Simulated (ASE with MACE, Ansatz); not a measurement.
# Boundary energy of Σ5 (210)[001] symmetric tilt boundary in Ta (52 atoms)

What is the boundary energy of this cell, counted against the bulk crystal, and how far does it hang on functional and mesh?

Calculated with Ansatz 0.2.0: Kohn-Sham DFT, PBE, PAW (set soft_2), plane waves; cutoff 420 eV, fermi-dirac smearing of 0.1 eV. Cutoffs: 420 eV for PBE; 500 eV for r2SCAN.

**The cells**

The cell holds 52 atoms: 52 Ta. Its edges and angles: a = 7.424 Å, b = 6.640 Å, c = 20.069 Å, α = 90.0°, β = 90.0°, γ = 90.0°. It derives from Ta. The starting structure: Two grains of Ta, one the mirror image of the other in the boundary plane, two boundaries a cell; of 6 trial joints (lateral shifts, openings, close atoms taken out) the lowest after a short relaxation with the MACE-MP-0b2 potential was kept (shift [0, 0] of the surface cell, opening 0.00 Å, one of each pair under 1.73 Å removed), then its atoms and the cell's length along the normal were relaxed with that potential. Lattice constants are starting values near those of PBE.

The bulk reference is Ta2 in a cell of 2 atoms, 18.297 Å³ an atom.

The input of the single point on the relaxed cell:

```yaml
crystal:
  lattice:
    - [7.42375, 0.0, 0.0]
    - [0.0, 6.64, 0.0]
    - [0.0, 0.0, 20.06947]
  atoms:
    - { symbol: Ta, position: [0.5633, 0.0, 0.99992] }
    - { symbol: Ta, position: [0.87971, 0.25, 0.99996] }
    - { symbol: Ta, position: [0.17639, 1.0, 0.06676] }
    - { symbol: Ta, position: [0.48964, 0.25, 0.10615] }
    [... 46 atom lines left out ...]
    - { symbol: Ta, position: [0.90945, 0.75, 0.6064] }
    - { symbol: Ta, position: [0.2226, 0.5, 0.56656] }
kpoints:
  mp_grid: { grid: [5, 5, 2] }
hamiltonian:
  xc: pbe
scf:
  occupations: { method: fermi_dirac, width: 0.1 }
output:
  forces: true
  stress: true
  populations: true
  dos:
    method: { smearing: { sigma: 0.08 } }
    de: 0.1
    projected:
      site_lists:
        Ta: [Ta]
        lower_grain: [... 30 sites ...]
        upper_grain: [... 22 sites ...]
  eigenvalues: true
  write_density: true
  write_potential: true
  volumetric_format: npy
```

| cell | formula | k-mesh | relaxation steps | gain on relaxing (eV) | free energy, PBE (eV) | time of its runs on this page |
| --- | --- | --- | --- | --- | --- | --- |
| Sigma5 (210)[001] symmetric tilt boundary in Ta | Ta52 | 5×5×2 (relaxed on 3×4×1) | 5 | 0.74 | -516469.008 | 98 s |
| bulk Ta | Ta2 | 17×17×17 | - | - | -19864.546 | 18 s |

**Boundary energy**

The excess is the cell's free energy less 26 times that of the bulk cell. It is divided by twice the area, as the cell holds two boundaries, so the value is their mean, and they need not be alike (49.29 Å²), with 1 eV/Å² = 16.022 J/m².

```
           level  k-mesh  excess (eV)  boundary energy (J/m²)  per area (meV/Å²)
             PBE   5×5×2        9.176                   1.491               93.1
PBE, denser mesh   6×7×2        9.184                   1.492               93.2
          r2SCAN   5×5×2        9.927                   1.613              100.7
```

Worked for the first row at PBE: (-516469.008) − 26 × (-19864.546) = 9.176 eV (from unrounded energies).

Then 9.176 / (2 × 49.29) × 16.022 = 1.491 J/m².

**Findings**

At PBE the boundary energy is 1.49 J/m². At the same geometries the levels give 1.49 (PBE) to 1.61 J/m² (r2SCAN) and the denser mesh leaves it within 0.01 J/m². Relaxing the atoms lowered it by 0.119 J/m² from the start (on the 3×4×1 mesh of the relaxation), and the farthest atom moved 0.26 Å.

Limits: The cell edges were held, so the lattice is the typed one for every functional, and the length along the normal is the one that the machine-learned potential gave. Cell and bulk are sampled on unlike meshes, and the error grows with the number of atoms subtracted. These are free energies under a smearing of 0.1 eV, whose entropy term isn't removed. The joint was picked among a few trials by a machine-learned potential, and a lower one may exist. Spin–orbit coupling is left out, which matters for the levels of the heavy elements.

[Logs are printed without paths, hosts, clocks, repeated set-up lines and the standing remarks that a program may print on its own settings, such as how far it seeks lower states.]

[Hosts, paths, dates, database ids (printed as entryN), source tags and the programs' standing remarks are cut or masked in the printed files.]
